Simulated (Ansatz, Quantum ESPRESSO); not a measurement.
# The work function of Ru(0001), 4 layers, one monolayer of C on top sites, level by level, part 3 of 6

Wanted: work functions and the surface dipole of Ru(0001), 4 layers, one monolayer of C on top sites at several levels, with their cost.

Quantum ESPRESSO 7.5; plane-wave DFT, PBE, GBRV ultrasoft pseudopotentials; geometry and cross-check by Ansatz 0.2.0 with PAW datasets.

So far. Step 4 (Electrostatic potential): The vacuum is flat to 0.2 meV/Å, so its level is well defined. Inside the slab the curve depends on the local part of the pseudopotentials; only the vacuum level has a meaning of its own. Step 5 (Valence density): The density integrates to 68.000 electrons, as the 68 of the input ask.

## (6) Projected density of states

projwfc.x splits the states by atom and orbital; the spilling says how much the atomic basis misses.

pdos.in reads:

```
&projwfc
  prefix = 'scf'
  outdir = './out'
  filpdos = 'pdos'
  Emin = -3.283
  Emax = 8.717
  DeltaE = 0.1
  ngauss = 0
  degauss = 0.01
/
```

The run is started by

```console
$ OMP_NUM_THREADS=1 mpirun -n 4 projwfc.x -in pdos.in > pdos.out
```

The log of the run:

```text
[banner, memory and clock lines left out]
Program PROJWFC v.7.5 starts

          URL

     ./out/scf.save/

     IMPORTANT: XC functional enforced from input :
     Exchange-correlation= PBE
                           (   1   4   3   4   0   0   0)
     Any further DFT definition will be discarded
     Please, verify this is what you really want

     negative rho (up, down):  3.167E-01 0.000E+00

     Adding external electric field

     Computed dipole along edir(3) :
        Dipole               -0.1275 Ry au,         -0.3239 Debye
        Dipole field         -0.0015 Ry au,

        Potential amp.        0.1364 Ry
        Total length         46.1067 bohr

     Gaussian broadening (read from input): ngauss,degauss=   0    0.010000

     Calling projwave ....
     one sub-group per band group will be used

     linear algebra parallelized on   4 procs

  Problem Sizes
  natomwfc =           56
  nx       =           28
  nbnd     =           41
  nkstot   =           74
  npwx     =         1232
  nkb      =           80

     Atomic states used for projection
     (read from pseudopotential files):

     state #   1: atom   1 (Ru ), wfc  1 (l=0 m= 1)
     state #   2: atom   1 (Ru ), wfc  2 (l=1 m= 1)
     state #   3: atom   1 (Ru ), wfc  2 (l=1 m= 2)
     state #   4: atom   1 (Ru ), wfc  2 (l=1 m= 3)
     state #   5: atom   1 (Ru ), wfc  3 (l=2 m= 1)
     state #   6: atom   1 (Ru ), wfc  3 (l=2 m= 2)
     state #   7: atom   1 (Ru ), wfc  3 (l=2 m= 3)
     state #   8: atom   1 (Ru ), wfc  3 (l=2 m= 4)
     state #   9: atom   1 (Ru ), wfc  3 (l=2 m= 5)
     state #  10: atom   1 (Ru ), wfc  4 (l=0 m= 1)
     state #  11: atom   1 (Ru ), wfc  5 (l=1 m= 1)
     state #  12: atom   1 (Ru ), wfc  5 (l=1 m= 2)
     state #  13: atom   1 (Ru ), wfc  5 (l=1 m= 3)
     state #  14: atom   2 (Ru ), wfc  1 (l=0 m= 1)
     state #  15: atom   2 (Ru ), wfc  2 (l=1 m= 1)
     state #  16: atom   2 (Ru ), wfc  2 (l=1 m= 2)
     state #  17: atom   2 (Ru ), wfc  2 (l=1 m= 3)
     state #  18: atom   2 (Ru ), wfc  3 (l=2 m= 1)
     state #  19: atom   2 (Ru ), wfc  3 (l=2 m= 2)
     state #  20: atom   2 (Ru ), wfc  3 (l=2 m= 3)
     state #  21: atom   2 (Ru ), wfc  3 (l=2 m= 4)
     state #  22: atom   2 (Ru ), wfc  3 (l=2 m= 5)
     state #  23: atom   2 (Ru ), wfc  4 (l=0 m= 1)
     state #  24: atom   2 (Ru ), wfc  5 (l=1 m= 1)
     state #  25: atom   2 (Ru ), wfc  5 (l=1 m= 2)
     state #  26: atom   2 (Ru ), wfc  5 (l=1 m= 3)
     state #  27: atom   3 (Ru ), wfc  1 (l=0 m= 1)
     state #  28: atom   3 (Ru ), wfc  2 (l=1 m= 1)
     state #  29: atom   3 (Ru ), wfc  2 (l=1 m= 2)
     state #  30: atom   3 (Ru ), wfc  2 (l=1 m= 3)
     state #  31: atom   3 (Ru ), wfc  3 (l=2 m= 1)
     state #  32: atom   3 (Ru ), wfc  3 (l=2 m= 2)
     state #  33: atom   3 (Ru ), wfc  3 (l=2 m= 3)
     state #  34: atom   3 (Ru ), wfc  3 (l=2 m= 4)
     state #  35: atom   3 (Ru ), wfc  3 (l=2 m= 5)
     state #  36: atom   3 (Ru ), wfc  4 (l=0 m= 1)
     state #  37: atom   3 (Ru ), wfc  5 (l=1 m= 1)
     state #  38: atom   3 (Ru ), wfc  5 (l=1 m= 2)
     state #  39: atom   3 (Ru ), wfc  5 (l=1 m= 3)
     state #  40: atom   4 (Ru ), wfc  1 (l=0 m= 1)
     state #  41: atom   4 (Ru ), wfc  2 (l=1 m= 1)
     state #  42: atom   4 (Ru ), wfc  2 (l=1 m= 2)
     state #  43: atom   4 (Ru ), wfc  2 (l=1 m= 3)
     state #  44: atom   4 (Ru ), wfc  3 (l=2 m= 1)
     state #  45: atom   4 (Ru ), wfc  3 (l=2 m= 2)
     state #  46: atom   4 (Ru ), wfc  3 (l=2 m= 3)
     state #  47: atom   4 (Ru ), wfc  3 (l=2 m= 4)
     state #  48: atom   4 (Ru ), wfc  3 (l=2 m= 5)
     state #  49: atom   4 (Ru ), wfc  4 (l=0 m= 1)
     state #  50: atom   4 (Ru ), wfc  5 (l=1 m= 1)
     state #  51: atom   4 (Ru ), wfc  5 (l=1 m= 2)
     state #  52: atom   4 (Ru ), wfc  5 (l=1 m= 3)
     state #  53: atom   5 (C  ), wfc  1 (l=0 m= 1)
     state #  54: atom   5 (C  ), wfc  2 (l=1 m= 1)
     state #  55: atom   5 (C  ), wfc  2 (l=1 m= 2)
     state #  56: atom   5 (C  ), wfc  2 (l=1 m= 3)

[... projections of each state ...]
Lowdin Charges:

     Atom #   1: total charge =  15.9710, s =  2.3656,
     Atom #   1: total charge =  15.9710, p =  6.9076, pz=  2.2407, px=  2.3335, py=  2.3335,
     Atom #   1: total charge =  15.9710, d =  6.6978, dz2=  1.2847, dxz=  1.3748, dyz=  1.3748, dx2-y2=  1.3317, dxy=  1.3317,
     Atom #   2: total charge =  15.9775, s =  2.3063,
     Atom #   2: total charge =  15.9775, p =  7.0631, pz=  2.3651, px=  2.3490, py=  2.3490,
     Atom #   2: total charge =  15.9775, d =  6.6081, dz2=  1.3443, dxz=  1.2897, dyz=  1.2897, dx2-y2=  1.3422, dxy=  1.3422,
     Atom #   3: total charge =  15.9977, s =  2.3117,
     Atom #   3: total charge =  15.9977, p =  7.0091, pz=  2.3359, px=  2.3366, py=  2.3366,
     Atom #   3: total charge =  15.9977, d =  6.6768, dz2=  1.2870, dxz=  1.3579, dyz=  1.3579, dx2-y2=  1.3371, dxy=  1.3371,
     Atom #   4: total charge =  16.2107, s =  2.3428,
     Atom #   4: total charge =  16.2107, p =  7.1164, pz=  2.3912, px=  2.3626, py=  2.3626,
     Atom #   4: total charge =  16.2107, d =  6.7516, dz2=  1.3157, dxz=  1.4113, dyz=  1.4113, dx2-y2=  1.3066, dxy=  1.3066,
     Atom #   5: total charge =   3.7294, s =  1.5055,
     Atom #   5: total charge =   3.7294, p =  2.2239, pz=  0.9788, px=  0.6226, py=  0.6226,
     Atom #   5: total charge =   3.7294, d =  0.0000, dz2=  0.0000, dxz=  0.0000, dyz=  0.0000, dx2-y2=  0.0000, dxy=  0.0000,
     Spilling Parameter:   0.0017
```

Elapsed: 2.4 s, on 4 MPI ranks of Arm Neoverse V2, shared host; peak memory 0.21 GiB; 9.9 s of CPU time.

This step gave:

* spilling of the projection: 0.0017

Projected DOS an atom over height of the atomic layer and energy from the Fermi level. Columns are the atomic layers from the bottom up.

Ten even steps from '_' (0.00 states/eV) to '@' (2.68 states/eV), each cell a mean:
```
++**++::..
##==++::..
==----::..
==::--::..
##::++--::
++--====::
++--==**--
@@++++**::
++**++++..
++++**++..
----==--__
++++**++..
==++====__
::--::++__
==++==++..
--##++==..
..**==::__
__....____
__________
__________
__________
__________
```
Columns: height of the atomic layer (Å) from 8.3 to 16.6 (not evenly spaced); rows upwards: energy from the Fermi level (eV) from -8.00 to 1.20.

The atomic orbitals miss 0.2 % of the occupied states; for empty states the projections can miss much more.

## (7) SCF with pw.x: open boundaries by the effective screening medium

Open boundaries by another road: assume_isolated = 'esm' with bc1, the slab centred on z = 0.

esm.in reads:

```
&control
  prefix = 'esm'
  outdir = './out'
  pseudo_dir = './pseudo'
  calculation = 'scf'
  tprnfor = .true.
/
&system
  ibrav = 0
  nat = 5
  ntyp = 2
  ecutwfc = 40
  ecutrho = 200
  occupations = 'smearing'
  smearing = 'mv'
  degauss = 0.02
  assume_isolated = 'esm'
  esm_bc = 'bc1'
/
&electrons
  conv_thr = 1e-07
  mixing_beta = 0.4
  electron_maxstep = 120
  mixing_mode = 'local-TF'
/
ATOMIC_SPECIES
  Ru  101.0700  ru_pbe_v1.2.uspp.F.UPF
  C   12.0110  c_pbe_v1.2.uspp.F.UPF
CELL_PARAMETERS angstrom
  2.69999999998962 0.00000000000000 0.00000000000000
  1.34999999999481 2.33826859020899 0.00000000000000
  0.00000000000000 0.00000000000000 25.41520000000000
ATOMIC_POSITIONS crystal
  Ru  0.666666666667 0.666666666667 -0.163573760378
  Ru  0.000000000000 0.000000000000 -0.079435134678
  Ru  0.666666666667 0.666666666667 0.002852266177
  Ru  0.000000000000 0.000000000000 0.096629075333
  C   -0.000000000000 0.000000000000 0.163573760378
K_POINTS automatic
  12 12 1 0 0 0
```

The run is started by

```console
$ OMP_NUM_THREADS=1 mpirun -n 4 pw.x -nk 4 -in esm.in > esm.out
```

The log of the run:

```text
[banner, memory and clock lines left out]
Program PWSCF v.7.5 starts
[citation notice left out]

[...]
Message from routine setup:
[...]
bravais-lattice index     =            0
     lattice parameter (alat)  =       5.1023  a.u.
     unit-cell volume          =    1082.8001 (a.u.)^3
     number of atoms/cell      =            5
     number of atomic types    =            2
     number of electrons       =        68.00
     number of Kohn-Sham states=           41
     kinetic-energy cutoff     =      40.0000  Ry
     charge density cutoff     =     200.0000  Ry
     scf convergence threshold =      1.0E-07
     mixing beta               =       0.4000
     number of iterations used =            8  local-TF  mixing
     Exchange-correlation= SLA  PW   PBE  PBE
                           (   1   4   3   4   0   0   0)

     Effective Screening Medium Method
     Boundary Conditions: Vacuum-Slab-Vacuum
     total charge in unit cell        =   0.0000
     grid points for fit at edges     =        4

[...]
PseudoPot. # 1 for Ru read from file:
     ./pseudo/ru_pbe_v1.2.uspp.F.UPF
     Pseudo is Ultrasoft + core correction, Zval = 16.0
     Generated by new atomic code, or converted to UPF format
     Using radial grid of  967 points,  6 beta functions with:
                l(1) =   0
                l(2) =   0
                l(3) =   1
                l(4) =   1
                l(5) =   2
                l(6) =   2
     Q(r) pseudized with  8 coefficients,  rinner =    1.300   1.300   1.300
                                                       1.300   1.300

     PseudoPot. # 2 for C  read from file:
     ./pseudo/c_pbe_v1.2.uspp.F.UPF
     Pseudo is Ultrasoft + core correction, Zval =  4.0
     Generated by new atomic code, or converted to UPF format
     Using radial grid of  721 points,  4 beta functions with:
                l(1) =   0
                l(2) =   0
                l(3) =   1
                l(4) =   1
     Q(r) pseudized with  8 coefficients,  rinner =    1.100   1.100   1.100

     atomic species   valence    mass     pseudopotential
     Ru               16.00   101.07000     Ru( 1.00)
     C                 4.00    12.01100     C ( 1.00)

      6 Sym. Ops. (no inversion) found

[...]
number of k points=    19  Marzari-Vanderbilt smearing, width (Ry)=  0.0200
[...]
Dense  grid:    51901 G-vectors     FFT dimensions: (  24,  24, 225)

     Smooth grid:    37003 G-vectors     FFT dimensions: (  24,  24, 200)

     Initial potential from superposition of free atoms

     starting charge      63.9999, renormalised to      68.0000

     negative rho (up, down):  3.201E-01 0.000E+00
     Starting wfcs are   56 randomized atomic wfcs

     per-process dynamical memory:    58.7 Mb

     Self-consistent Calculation

     iteration #  1     ecut=    40.00 Ry     beta= 0.40
     Davidson diagonalization with overlap
     c_bands:  3 eigenvalues not converged
     c_bands:  4 eigenvalues not converged
     c_bands:  1 eigenvalues not converged
     ethr =  1.00E-02,  avg # of iterations = 20.5

     negative rho (up, down):  4.585E-01 0.000E+00

     total energy              =    -753.19685054 Ry
     estimated scf accuracy    <     673.68740369 Ry

     iteration #  2     ecut=    40.00 Ry     beta= 0.40
[...]
c_bands:  1 eigenvalues not converged
[...]
negative rho (up, down):  4.385E-01 0.000E+00

[...]
total energy              =    -748.32755021 Ry
     estimated scf accuracy    <     602.69401232 Ry

     iteration #  3     ecut=    40.00 Ry     beta= 0.40
[...]
c_bands:  1 eigenvalues not converged
[...]
negative rho (up, down):  5.010E-01 0.000E+00

[...]
total energy              =    -796.11147542 Ry
     estimated scf accuracy    <     388.25778088 Ry

     iteration #  4     ecut=    40.00 Ry     beta= 0.40
[...]
negative rho (up, down):  6.566E-01 0.000E+00

[...]
total energy              =    -792.69986027 Ry
     estimated scf accuracy    <     332.44180300 Ry

     iteration #  5     ecut=    40.00 Ry     beta= 0.40
[...]
negative rho (up, down):  5.440E-01 0.000E+00

[...]
total energy              =    -791.15581030 Ry
     estimated scf accuracy    <     166.13487927 Ry

     iteration #  6     ecut=    40.00 Ry     beta= 0.40
[...]
negative rho (up, down):  7.148E-01 0.000E+00

[...]
total energy              =    -784.78227349 Ry
     estimated scf accuracy    <     209.40656265 Ry

[...]
iteration # 66     ecut=    40.00 Ry     beta= 0.40
[...]
negative rho (up, down):  3.121E-01 0.000E+00

[...]
total energy              =    -788.14212598 Ry
     estimated scf accuracy    <       0.00000018 Ry

     iteration # 67     ecut=    40.00 Ry     beta= 0.40
[...]
negative rho (up, down):  3.121E-01 0.000E+00

[...]
total energy              =    -788.14216303 Ry
     estimated scf accuracy    <       0.00000102 Ry

     iteration # 68     ecut=    40.00 Ry     beta= 0.40
[...]
negative rho (up, down):  3.121E-01 0.000E+00

[...]
total energy              =    -788.14215143 Ry
     estimated scf accuracy    <       0.00000026 Ry

     iteration # 69     ecut=    40.00 Ry     beta= 0.40
[...]
negative rho (up, down):  3.121E-01 0.000E+00

[...]
End of self-consistent calculation

          k = 0.0000 0.0000 0.0000 (  4609 PWs)   bands (ev):

   -79.4361 -79.0176 -78.8318 -78.8179 -49.7069 -49.1710 -48.9799 -48.9799
   -48.8947 -48.6596 -48.5731 -48.5731 -48.3813 -48.3813 -48.3747 -48.3747
   -17.2304 -13.4977 -12.2788 -11.9528 -11.7073  -9.6877  -8.9318  -8.9318
    -8.6618  -8.5983  -8.5983  -8.0693  -8.0693  -7.9594  -7.9594  -7.9574
    -7.0612  -7.0612  -6.5601  -6.5601  -6.3462  -5.4682  -5.4682  -5.1300
    -4.9658

          k = 0.0000 0.0962 0.0000 (  4591 PWs)   bands (ev):

   -79.4281 -79.0108 -78.8250 -78.8108 -49.6910 -49.1716 -49.0439 -48.9932
   -48.8710 -48.6740 -48.6129 -48.5847 -48.4300 -48.4255 -48.3930 -48.3867
   -17.1105 -13.2532 -12.0523 -11.7409 -11.4793  -9.7481  -9.1449  -8.8320
    -8.7443  -8.6894  -8.4599  -8.2809  -8.1132  -7.8929  -7.8804  -7.7783
    -7.3706  -7.1409  -6.8364  -6.6044  -6.4800  -5.9224  -5.5004  -4.9446
    -4.9133

[...]
the Fermi energy is    -6.0959 ev

!    total energy              =    -788.14218752 Ry
     estimated scf accuracy    <       0.00000008 Ry
     smearing contrib. (-TS)   =       0.00256681 Ry
     internal energy E=F+TS    =    -788.14475434 Ry

     The total energy is F=E-TS. E is the sum of the following terms:
     one-electron contribution =   14961.69873039 Ry
     hartree contribution      =   -7502.70981083 Ry
     xc contribution           =    -107.01025106 Ry
     ewald contribution        =   -8140.12342284 Ry

     convergence has been achieved in  69 iterations

     negative rho (up, down):  3.121E-01 0.000E+00

     Forces acting on atoms (cartesian axes, Ry/au):

     atom    1 type  1   force =     0.00000000    0.00000000    0.02360159
     atom    2 type  1   force =     0.00000000    0.00000000   -0.02154300
     atom    3 type  1   force =     0.00000000    0.00000000   -0.00186705
     atom    4 type  1   force =     0.00000000    0.00000000   -0.00133079
     atom    5 type  2   force =    -0.00000000   -0.00000000    0.00087181

     Total force =     0.032049     Total SCF correction =     0.002790

[...]
```

Elapsed: 2.7 min, on 4 MPI ranks; peak memory 0.52 GiB.

This step gave:

- free energy: -10723.2207 eV
- Fermi energy: -6.096 eV
- vacuum line at the lower end of the cell, over the Fermi level: 5.136 eV
- vacuum line at the upper end of the cell, over the Fermi level: 7.056 eV

The potential energy, planar mean oscillates, so the rows of the table below give means over windows of 2.26 Å about each position, cut where the curve ends. Its maxima inside the range that stand out by 2 % of the span (Å: eV): -3.0: -1.94, -1.0: -2.55, 1.2: -0.150, 3.5: -1.09. Its minima: -4.2: -48.7, -2.0: -49.3, 0.1: -48.6, 2.5: -48.9, 4.2: -9.88.

Electrostatic potential energy of an electron; zero at the Fermi level. Table of potential energy, planar mean by z; means over each step:

```tsv
z (Å)	potential energy, planar mean (eV)
-11.52	5.14
-9.26	5.14
-7.00	4.99
-4.74	-16.5
-2.48	-19.8
-0.22	-19.5
2.04	-18.5
4.30	-1.79
6.56	6.98
8.82	7.06
11.08	7.06
```

The vacuum levels are read from the outermost 0.7 Å of the cell on either side.

The run needed 69 iterations to bring the estimated error under 1e-07 Ry; the largest force on any atom, held or free, is 0.61 eV/Å.

The upper level is 7.056 eV against 7.063 eV from the periodic run.

(Part 3 of 6 ends here.)

[Logs are printed without paths, hosts, clocks, repeated set-up lines and the standing remarks that a program may print on its own settings, such as how far it seeks lower states.]

[Hosts, paths, dates, database ids (printed as entryN), source tags and the programs' standing remarks are cut or masked in the printed files.]

[Maps of the electrostatic potential energy from Ansatz leave out the sawtooth potential of an applied field or a dipole correction, so their vacuum need not be flat; planar profiles and work functions include it.]
